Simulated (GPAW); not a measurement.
## Quasiparticle gap of C (Fd-3m) in GPAW

How does a plane-wave GW calculation on C (Fd-3m) run from the first input to the gap?

Calculated with GPAW 26.7.0; LDA and many-body steps on it, plane waves.

**What was measured.**

- Gap 5.5 eV: band gap, experimental literature value; bulk crystal (quoted in “Fermi level pinning by defects can explain the large reported carbon 1s binding energy variations in diamond”, 2019, arxiv:1902.02958).

- Gap 5.47 eV: experimental band gap used as input; bulk crystal (quoted in “Enhanced Electron Emission Performance and Air‐Surface Stability in ScO‐Terminated Diamond for Thermionic Energy Converters”, 2024, pmc:11600692).

## 1. Set-up

Symmetry: Fd-3m, No. 227, cubic system. The conventional cell has a = 3.567 Å, b = 3.567 Å, c = 3.567 Å, α = 90.00°, β = 90.00°, γ = 90.00°. Nearest to C lie 4 C at 1.54 Å.

The cell and positions come from the Crystallography Open Database and are kept as given unless a step says otherwise.

## 2. Ground state

This step: GPAW 26.7.0; DFT, LDA, plane waves, PAW.

The ground-state density comes first.

run.py reads:

```python
import json
import numpy as np
from gpaw.mpi import world
from ase import Atoms
from gpaw import GPAW, PW, FermiDirac

atoms = Atoms(['C', 'C'],
    cell=[[0.0000000000, 1.7833700000, 1.7833700000],
      [1.7833700000, 0.0000000000, 1.7833700000],
      [1.7833700000, 1.7833700000, 0.0000000000]],
    scaled_positions=[[0.0000000000, 0.0000000000, 0.0000000000],
      [0.2500000000, 0.2500000000, 0.2500000000]],
    pbc=(True, True, True))
calc = GPAW(mode=PW(600),
    xc='LDA',
    kpts={'size': (12, 12, 12), 'gamma': True},
    occupations=FermiDirac(0.001),
    nbands=-7,
    convergence={'density': 1e-6, 'bands': -3},
    maxiter=100,
    txt='gs.txt')
atoms.calc = calc
res = {'energy': atoms.get_potential_energy()}
kpts = calc.get_ibz_k_points()
res['kpts'] = kpts
res['eigenvalues'] = [calc.get_eigenvalues(kpt=k) for k in range(len(kpts))]
res['n_electrons'] = calc.get_number_of_electrons()
calc.write('gs.gpw')

if world.rank == 0:
    with open('result.json', 'w') as f:
        json.dump(res, f, default=lambda x: x.tolist())
```

On the command line:

```console
mpirun -n 4 gpaw python run.py
```

Numbers of over 12 decimals in the logs are rounded to 6 here.

The log of the run:

```text
__  _  _
 | _ |_)|_||  |
 |__||  | ||/\| - 26.7.0

Input parameters:
  mode=PW(ecut=600.0),
  convergence={'density': 1e-06, 'bands': -3},
  kpts=MonkhorstPack(size=(12, 12, 12), gamma=True),
  maxiter=100,
  nbands=-7,
  occupations=Occupations(name='fermi-dirac', width=0.001, fixmagmom=False),
  xc=XC(name='LDA')
  [... matrices ...]
Diagonalizing LCAO Hamiltonian
Converting LCAO to pw mode

          C
       C

Atoms  # Å, Bohr magnetons
|   | symbol |        x |        y |        z |    initial magnetic moments |
| 0 |      C | 0.000000 | 0.000000 | 0.000000 | ( 0.0000,  0.0000,  0.0000) |
| 1 |      C | 0.891685 | 0.891685 | 0.891685 | ( 0.0000,  0.0000,  0.0000) |

Unit cell  # Å
| periodic |        x |        y |        z |  lengths |    angles |
|      yes | 0.000000 | 1.783370 | 1.783370 | 2.522066 | 60.000000 |
|      yes | 1.783370 | 0.000000 | 1.783370 | 2.522066 | 60.000000 |
|      yes | 1.783370 | 1.783370 | 0.000000 | 2.522066 | 60.000000 |

Number of symmetries: 24
Symmetry operations  # r_c * U_cc + t_c -> r_c
|    | kind |            matrix            |
|  0 |  E   |  1, 0, 0,  0, 1, 0,  0, 0, 1 |
|  1 |  σ   |  1, 0, 0,  0, 0, 1,  0, 1, 0 |
|  2 |  σ   |  1, 0,-1,  0, 1,-1,  0, 0,-1 |
|  3 |  C3  |  1, 0,-1,  0, 0,-1,  0, 1,-1 |
|  4 |  C3  |  1,-1, 0,  0,-1, 1,  0,-1, 0 |
|  5 |  σ   |  1,-1, 0,  0,-1, 0,  0,-1, 1 |
|  6 |  σ   |  0, 1, 0,  1, 0, 0,  0, 0, 1 |
|  7 |  C3  |  0, 1, 0,  0, 0, 1,  1, 0, 0 |
|  8 |  C2  |  0, 1,-1,  1, 0,-1,  0, 0,-1 |
|  9 |  S4  |  0, 1,-1,  0, 0,-1,  1, 0,-1 |
| 10 |  C3  |  0, 0, 1,  1, 0, 0,  0, 1, 0 |
| 11 |  σ   |  0, 0, 1,  0, 1, 0,  1, 0, 0 |
| 12 |  S4  |  0, 0,-1,  1, 0,-1,  0, 1,-1 |
| 13 |  C3  |  0, 0,-1,  0, 1,-1,  1, 0,-1 |
| 14 |  S4  |  0,-1, 1,  1,-1, 0,  0,-1, 0 |
| 15 |  C2  |  0,-1, 1,  0,-1, 0,  1,-1, 0 |
| 16 |  C3  |  0,-1, 0,  1,-1, 0,  0,-1, 1 |
| 17 |  S4  |  0,-1, 0,  0,-1, 1,  1,-1, 0 |
| 18 |  S4  | -1, 1, 0, -1, 0, 1, -1, 0, 0 |
| 19 |  C3  | -1, 1, 0, -1, 0, 0, -1, 0, 1 |
| 20 |  C3  | -1, 0, 1, -1, 1, 0, -1, 0, 0 |
| 21 |  S4  | -1, 0, 1, -1, 0, 0, -1, 1, 0 |
| 22 |  σ   | -1, 0, 0, -1, 1, 0, -1, 0, 1 |
| 23 |  C2  | -1, 0, 0, -1, 0, 1, -1, 1, 0 |

BZ-sampling:
  Number of BZ points: 1728
  Number of IBZ points: 72

  Monkhorst-Pack size: [12, 12, 12]
  Monkhorst-Pack shift: [0.041667, 0.041667, 0.041667]

K-points  # in reciprocal-cell coordinates
|     |                                coordinates |     weight |
|   0 | ( -0.00000000,  -0.00000000,  -0.00000000) | 0.00057870 |
|   1 | (  0.08333333,   0.08333333,  -0.00000000) | 0.00347222 |
|   2 | (  0.08333333,   0.08333333,   0.08333333) | 0.00462963 |
|   3 | (  0.16666667,   0.08333333,   0.08333333) | 0.00694444 |
|   4 | (  0.16666667,   0.16666667,  -0.00000000) | 0.00347222 |
|   5 | (  0.16666667,   0.16666667,   0.08333333) | 0.01388889 |
|   6 | (  0.16666667,   0.16666667,   0.16666667) | 0.00462963 |
|   7 | (  0.25000000,   0.16666667,   0.08333333) | 0.01388889 |
|   8 | (  0.25000000,   0.16666667,   0.16666667) | 0.01388889 |
|   9 | (  0.25000000,   0.25000000,  -0.00000000) | 0.00347222 |
| ... |                                            |            |
|  71 | (  0.50000000,   0.50000000,   0.50000000) | 0.00231481 |

Plane wave coefficients: 388
Cutoff: 600.0 eV

Spin-components: 1 (collinear spins)
Bands:           11
Projectors:      10
Spin-degeneracy: 2
Datatype:        complex128

  Storage: CPU
  Wave functions: 4_295_808 bytes (1_073_952 per core)
  Projectors: 6_248_448 bytes (1_562_112 per core)
  [... matrices ...]
Parallelization:
  kpt:    4
  domain: 1
  band:   1

Density:
  Valence electrons: 8.0
  Components: 1
  Grid points: [15 15 15]
  Charge: 0.0  # |e|

Potential:
  Grid points: [15 15 15]

species:
  C:
    name:    Carbon
    Z:       6.0
    valence: 4
    core:    2
    charge:  0.0  # [|e|]
    compensation charges:
      type: gauss
      rc: 0.20  # [Å]
      lmax: 2
    cutoffs:
      filter: 1.14  # [Å]
      core: 1.14  # [Å]
    projectors
    | kind |    occ | energy [eV] | rcut [Å] |
    |   2s |  2.000 |     -13.639 |    0.635 |
    |   2p |  2.000 |      -5.414 |    0.635 |
    |    s |        |      13.573 |    0.635 |
    |    p |        |      21.797 |    0.635 |
    |    d |        |       0.000 |    0.635 |

    Using partial waves for C as LCAO basis

Reference energy: -2037.605076  # eV

eigensolver:
  PPCG
  Converge bands: -3
  niter=2

density mixing:
  MSR1-Mixer
  Pratt-step length: 0.05
  Maximum mixing coefficient: 0.75
  Old densities: 10
  SVD Regularization: 0.005
  Good broyden scale: 1.0
  Trust region scale: 1.0
  Backstep threshold: 4.0
  History deletion threshold: 6.0
  Fourier metric: weight=20.0, sigma=0.015

occupation numbers:
  Fermi-Dirac:
    width: 0.0010  # eV

poisson solver:
  ecut: 4800.0  # eV

xc functional:
  name: None

Initialization done in: 1.152 s

convergence criteria:
- Maximum integral of absolute [dens]ity change: 1e-06 electrons / valence electron
- Maximum [total energy] change in last 3 cyles: 0.0005 eV / valence electron
- Maximum integral of absolute [eigenst]ate change: 4e-08 eV^2 / valence electron
maximum number of iterations: 100

SCF iterations
|iter     |     time |      energy | eigst |  dens |
|iter:   1|  |  -20.906246 | +1.37 |       |
|iter:   2|  |  -20.820215 | -0.56 | -0.79 |
|iter:   3|  |  -20.270314 | -1.00 | -0.82 |
|iter:   4|  |  -20.260261 | -2.28 | -1.50 |
|iter:   5|  |  -20.260644 | -4.02 | -2.22 |
|iter:   6|  |  -20.260649c| -6.17 | -3.45 |
|iter:   7|  |  -20.260649c| -7.99c| -4.08 |
|iter:   8|  |  -20.260649c| -8.80c| -5.63 |
|iter:   9|  |  -20.260649c| -9.80c| -6.27c|

Converged in 9 steps
SCF loop duration: 1.342 s (0.149 s/step)
Energy contributions relative to reference atoms: (reference = -2037.605076)
  [... matrices ...]
Energy contributions:
  Kinetic:          17.023711
  Coulomb:         -15.982639
  Zero:              0.035944
  External:          0.000000
  Xc:              -21.337666
  Entropy:          -0.000000
  Spinorbit:         0.000000
  ----------------------------
  Free energy:     -20.260649
  Extrapolated:    -20.260649

dipole moment: (-8.952607, -8.952607, -8.952607)  # |e|*Ang

Fermi level: 13.579
Eigenvalues  # (at kpt = [-0.000, -0.000, -0.000])
| band index |      eig [eV] | occ [0-2] |
|          0 |        -9.517 |     2.000 |
|          1 |        11.806 |     2.000 |
|          2 |        11.806 |     2.000 |
|          3 |        11.806 |     2.000 |
|          4 |        17.354 |     0.000 |
|          5 |        17.354 |     0.000 |
|          6 |        17.354 |     0.000 |
|          7 |        25.359 |     0.000 |
|          8 |        30.828 |     0.000 |
|          9 |        38.554 |     0.000 |
|         10 |        39.061 |     0.000 |

Gap: 4.126 eV
Transition (v -> c):
  (s=0, k=0, n=3, [-0.00, -0.00, -0.00]) -> (s=0, k=18, n=4, [0.33, 0.33, -0.00])
Direct/indirect transitions are different
Direct gap: 5.548 eV
Transition at: (s=0, k=0, n=3, [-0.00, -0.00, -0.00])
# Writing to gs.gpw (mode='')
  [... matrices ...]
```

Run time: 4.2 s. Hardware: 4 MPI ranks of Arm Neoverse V1, shared host; peak memory 0.56 GiB; 17 s of CPU time.

Numbers from this step:

```
total energy               : -20.26 eV
gap                        : 4.126 eV
k of the valence top       : 0, 0, 0
k of the conduction bottom : 0.3333, 0.3333, 0
least direct gap           : 5.548 eV
```

The gap is indirect, with the least direct gap 1.42 eV higher.

## 3. Bands along the symmetry lines

The cheap functional maps the bands first; the places of the edges decide which points the dearer methods must see.

run.py reads:

```python
import json
import numpy as np
from gpaw.mpi import world
from gpaw import GPAW

path = [[0.000000, 0.000000, 0.000000],
    [0.062500, 0.000000, 0.062500],
    [0.125000, 0.000000, 0.125000],
    [0.187500, 0.000000, 0.187500],
    [0.250000, 0.000000, 0.250000],
    [0.312500, 0.000000, 0.312500],
    [0.375000, 0.000000, 0.375000],
    [0.437500, 0.000000, 0.437500],
    [0.500000, 0.000000, 0.500000],
    [0.515625, 0.031250, 0.515625],
    [0.531250, 0.062500, 0.531250],
    [0.546875, 0.093750, 0.546875],
    [0.562500, 0.125000, 0.562500],
    [0.578125, 0.156250, 0.578125],
    [0.593750, 0.187500, 0.593750],
    [0.609375, 0.218750, 0.609375],
    [0.625000, 0.250000, 0.625000],
    [0.375000, 0.375000, 0.750000],
    [0.328125, 0.328125, 0.656250],
    [0.281250, 0.281250, 0.562500],
    [0.234375, 0.234375, 0.468750],
    [0.187500, 0.187500, 0.375000],
    [0.140625, 0.140625, 0.281250],
    [0.093750, 0.093750, 0.187500],
    [0.046875, 0.046875, 0.093750],
    [0.000000, 0.000000, 0.000000],
    [0.062500, 0.062500, 0.062500],
    [0.125000, 0.125000, 0.125000],
    [0.187500, 0.187500, 0.187500],
    [0.250000, 0.250000, 0.250000],
    [0.312500, 0.312500, 0.312500],
    [0.375000, 0.375000, 0.375000],
    [0.437500, 0.437500, 0.437500],
    [0.500000, 0.500000, 0.500000],
    [0.500000, 0.468750, 0.531250],
    [0.500000, 0.437500, 0.562500],
    [0.500000, 0.406250, 0.593750],
    [0.500000, 0.375000, 0.625000],
    [0.500000, 0.343750, 0.656250],
    [0.500000, 0.312500, 0.687500],
    [0.500000, 0.281250, 0.718750],
    [0.500000, 0.250000, 0.750000],
    [0.500000, 0.218750, 0.718750],
    [0.500000, 0.187500, 0.687500],
    [0.500000, 0.156250, 0.656250],
    [0.500000, 0.125000, 0.625000],
    [0.500000, 0.093750, 0.593750],
    [0.500000, 0.062500, 0.562500],
    [0.500000, 0.031250, 0.531250],
    [0.500000, 0.000000, 0.500000]]
calc = GPAW('gs.gpw').fixed_density(kpts=path,
    symmetry='off',
    nbands=14,
    convergence={'bands': 10},
    txt='bands.txt')
res = {}
kpts = calc.get_ibz_k_points()
res['kpts'] = kpts
res['eigenvalues'] = [calc.get_eigenvalues(kpt=k) for k in range(len(kpts))]
res['n_electrons'] = calc.get_number_of_electrons()

if world.rank == 0:
    with open('result.json', 'w') as f:
        json.dump(res, f, default=lambda x: x.tolist())
```

On the command line:

```console
mpirun -n 4 gpaw python run.py
```

The log of the run:

```text
Diagonalizing LCAO Hamiltonian
Converting LCAO to pw mode
convergence criteria:
- Maximum integral of absolute [eigenst]ate change: 4e-08 eV^2 / valence electron
maximum number of iterations: 100

SCF iterations
|iter     |     time |      energy | eigst |  dens |
|iter:   1|  |             | +2.37 |       |
|iter:   2|  |             | +0.66 |       |
|iter:   3|  |             | -0.97 |       |
|iter:   4|  |             | -3.20 |       |
|iter:   5|  |             | -5.03 |       |
|iter:   6|  |             | -6.90 |       |
|iter:   7|  |             | -8.31c|       |
SCF steps: 7
  __  _  _
 | _ |_)|_||  |
 |__||  | ||/\| - 26.7.0

Input parameters:
  mode=PW(ecut=600.0),
  convergence={'bands': 10},
  gpts=array([15, 15, 15]),
  kpts=KPoints(kpts=array([[0.      , 0.      , 0.      ],
         [0.0625  , 0.      , 0.0625  ],
         [0.125   , 0.      , 0.125   ],
         [0.1875  , 0.      , 0.1875  ],
[...]
[0.515625, 0.03125 , 0.515625],
[...]
[0.546875, 0.09375 , 0.546875],
[...]
[0.578125, 0.15625 , 0.578125],
[...]
[0.609375, 0.21875 , 0.609375],
[...]
[0.328125, 0.328125, 0.65625 ],
[...]
[0.234375, 0.234375, 0.46875 ],
[...]
[0.140625, 0.140625, 0.28125 ],
[...]
[0.046875, 0.046875, 0.09375 ],
[...]
[0.5     , 0.0625  , 0.5625  ],
         [0.5     , 0.03125 , 0.53125 ],
         [0.5     , 0.      , 0.5     ]])),
  maxiter=100,
  nbands=14,
  occupations=Occupations(name='fermi-dirac', width=0.001, fixmagmom=False),
  parallel={},
  symmetry=Symmetry(point_group=False, time_reversal=False),
  xc=XC(name='LDA')
```

The job ended after 3.6 s (4 MPI ranks; peak memory 0.49 GiB).

This step gave:

```yaml
gap: 4.102 eV
k_of_the_valence_top: 0, 0, 0
k_of_the_conduction_bottom: 0.375, 0, 0.375
least_direct_gap: 5.548 eV
```

The gap is 4.102 eV, −0.024 eV from the run before at this level.

Electronic bands along the path, in eV, zero at the top of the highest filled band; v1 is the highest filled band, c1 the lowest empty one:

| point | v4 | v3 | v2 | v1 | c1 | c2 | c3 | c4 |
| --- | --- | --- | --- | --- | --- | --- | --- | --- |
| Γ | -21.32 | 0.00 | 0.00 | 0.00 | 5.55 | 5.55 | 5.55 | 13.55 |
| halfway | -19.04 | -4.41 | -4.12 | -4.12 | 4.42 | 10.19 | 11.49 | 11.49 |
| X | -12.62 | -12.62 | -6.29 | -6.29 | 4.71 | 4.71 | 16.63 | 16.63 |
| halfway | -12.52 | -12.36 | -7.58 | -6.05 | 4.94 | 6.61 | 15.96 | 16.31 |
| U | -12.78 | -11.60 | -9.36 | -5.36 | 5.62 | 10.66 | 14.24 | 15.54 |
| jump to K | -12.78 | -11.60 | -9.36 | -5.36 | 5.62 | 10.66 | 14.24 | 15.54 |
| halfway | -18.77 | -6.43 | -5.56 | -1.74 | 8.09 | 8.62 | 9.99 | 13.64 |
| Γ | -21.32 | 0.00 | 0.00 | 0.00 | 5.55 | 5.55 | 5.55 | 13.55 |
| halfway | -19.61 | -6.54 | -1.74 | -1.74 | 7.73 | 7.73 | 8.19 | 14.60 |
| L | -15.49 | -13.37 | -2.79 | -2.79 | 8.39 | 8.39 | 9.01 | 15.42 |
| halfway | -14.48 | -12.33 | -6.26 | -4.69 | 8.18 | 9.45 | 13.04 | 14.72 |
| W | -11.79 | -11.79 | -8.36 | -8.36 | 10.45 | 10.45 | 12.34 | 12.34 |
| halfway | -12.27 | -12.27 | -7.33 | -7.33 | 6.81 | 6.81 | 15.44 | 15.44 |
| X | -12.62 | -12.62 | -6.29 | -6.29 | 4.71 | 4.71 | 16.63 | 16.63 |

The electronic bands as a text plot (rows in eV, shown from -8.0 to 10.1 only):

```
    9.7 |    +           +    +++                     ++ + +
    9.0 |                       +              +++++++  +   +
    8.2 |       ++            +++++         ++++++++++++
    7.5 |  ++           +   ++     ++      ++
    6.7 |         +    +   +     ++      ++                  +
    6.0 | +               +        +++  +                     +
    5.2 |++++      ++ ++++            ++                       ++
    4.4 |    ++++++++++
    3.7 |
    2.9 |
    2.2 |
    1.4 |
    0.7 |
   -0.1 |**                        ******
   -0.8 | *                      **  *  ****
   -1.6 |  **                   *           *
   -2.3 |    *                **   **    **  ***
   -3.1 |    *                                  *****
   -3.9 |     **            **   **                 **
   -4.6 |     **           *     **        *          *
   -5.4 |       ***      **     *                    * *
   -6.1 |       ** ******       *                     *         *
   -6.9 |             *       **            *           *     **
   -7.6 |              *                               * *   *
         Γ           X  U|K            Γ         L        W     X
```

## 4. Empty states on the mesh, 6×6×6 mesh, 57 bands

The sums over transitions need many empty states on a uniform mesh; this step solves for them.

run.py reads:

```python
import json
import numpy as np
from gpaw.mpi import world
from gpaw import GPAW

calc = GPAW('gs.gpw').fixed_density(kpts={'size': (6, 6, 6), 'gamma': True},
    parallel={'domain': 1, 'band': 1},
    txt='nscf.txt')
calc.diagonalize_full_hamiltonian(nbands=57)
calc.write('full.gpw', mode='all')
res = {}
kpts = calc.get_ibz_k_points()
res['kpts'] = kpts
res['eigenvalues'] = [calc.get_eigenvalues(kpt=k) for k in range(len(kpts))]
res['n_electrons'] = calc.get_number_of_electrons()

if world.rank == 0:
    with open('result.json', 'w') as f:
        json.dump(res, f, default=lambda x: x.tolist())
```

On the command line:

```console
mpirun -n 4 gpaw python run.py
```

The log of the run:

```text
Diagonalizing LCAO Hamiltonian
Converting LCAO to pw mode
convergence criteria:
- Maximum integral of absolute [eigenst]ate change: 4e-08 eV^2 / valence electron
maximum number of iterations: 100

SCF iterations
|iter     |     time |      energy | eigst |  dens |
|iter:   1|  |             | +1.49 |       |
|iter:   2|  |             | -0.31 |       |
|iter:   3|  |             | -2.57 |       |
|iter:   4|  |             | -4.32 |       |
|iter:   5|  |             | -6.06 |       |
|iter:   6|  |             | -7.55c|       |
SCF steps: 6
  __  _  _
 | _ |_)|_||  |
 |__||  | ||/\| - 26.7.0

Input parameters:
  mode=PW(ecut=600.0),
  convergence={'density': 1e-06, 'bands': -3},
  gpts=array([15, 15, 15]),
  kpts=MonkhorstPack(size=(6, 6, 6), gamma=True),
  maxiter=100,
  nbands=11,
  occupations=Occupations(name='fermi-dirac', width=0.001, fixmagmom=False),
  parallel={'domain': 1, 'band': 1},
  xc=XC(name='LDA')
Matrix size: 371x371
# Writing to full.gpw (mode='all')
  [... matrices ...]

timing:  # [seconds]
  Total: 0.444  # ━━━━━━━━━━━━━━━━━━━━━━━━━━━━━━━━━━━━━━━━━━━━━━━━━━━━━━━━━━━
```

The job ended after 3.5 s (4 MPI ranks; peak memory 0.48 GiB; 13 s of CPU time).

Numbers from this step:

```
gap                                                           : 4.126 eV
k of the valence top                                          : 0, 0, 0
k of the conduction bottom                                    : 0.3333, 0.3333, 0
least direct gap                                              : 5.548 eV
k points computed                                             : 16
lowest point of the top converged band, above the valence top : 121.4912 eV
```

On this mesh the gap is 4.126 eV.

(Part 1 of 2 ends here.)

[Paths, hosts, dates, memory and timing lines, banners, echoed tables and standing remarks are left out of the program output.]

[Logs are printed without paths, hosts, clocks, repeated set-up lines and the standing remarks that a program may print on its own settings, such as how far it seeks lower states.]

[Runs of the session that timed out or met a known fault of the program may be left out.]

[Hosts, paths, dates, database ids (printed as entryN), source tags and the programs' standing remarks are cut or masked in the printed files.]
